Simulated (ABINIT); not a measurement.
Records of electronic-structure calculations.

```
A GW chain in ABINIT: NaF (Villiaumite)
1.0
     0.00000    2.31000    2.31000
     2.31000    0.00000    2.31000
     2.31000    2.31000    0.00000
Na F
1 1
Direct
  0.00000 0.00000 0.00000
  0.50000 0.50000 0.50000
# method: RPA screening on PBE, plane waves, norm-conserving pseudopotentials (and 2 further levels or steps)
# program: ABINIT 10.8.3
# settings: cutoff 38 Ha, PseudoDojo scalar-relativistic 0.4.1 standard, norm-conserving, ngkpt (4, 4, 4), nband 121, ecuteps 8 Ha, inclvkb 2, shiftk (0, 0, 0), symchi 1, awtr 1, frequency ppm, 4×4×4 k-mesh
# cost: 5 runs, 22 s in all on 8 MPI ranks of Intel Xeon 6975P-C (Granite Rapids), shared host
# notes: The database entry behind the starting cell differs from other determinations of this structure. The cell and positions come from the Crystallography Open Database and are kept as given unless a step says otherwise. The 4×4×4 mesh is coarse for this cell, which bears on the long-range parts of exchange and screening.
# PBE gap: 6.39 eV, direct
# G0W0 gap on the mesh: 10.52 eV
# GW settings: 4×4×4 mesh, 121 bands, screening to 217.7 eV, Godby-Needs plasmon pole
# known limits: short of the basis limit; coarse k mesh
```

[Long decimals in the printed logs are rounded to 6 places.]

[Logs are printed without paths, hosts, clocks, repeated set-up lines and the standing remarks that a program may print on its own settings, such as how far it seeks lower states.]

[Paths, hosts, dates, memory and timing lines, banners, echoed tables and standing remarks are left out of the program output; an Ansatz launch command may be rebuilt from the run's recorded settings. Measured values are a selection of at most five: reports struck by readers or far from the other reports are left out. None is set beside runs whose start may be inverted or whose files or cutoffs have a known fault.]

[Runs of the session that timed out or met a known fault of the program may be left out.]

[Hosts, paths, dates, database ids (printed as entryN), source tags and the programs' standing remarks are cut or masked in the printed files.]

[G0W0 gaps are taken among the corrected bands and points alone; a level outside them can change the order at an edge.]

[Where Ansatz stands beside ABINIT at settings called matched, ABINIT's density can come from a denser mesh and the files from another edition; pairs whose starting gaps differed by over 0.03 eV were left out, so agreement reads better than it is.]
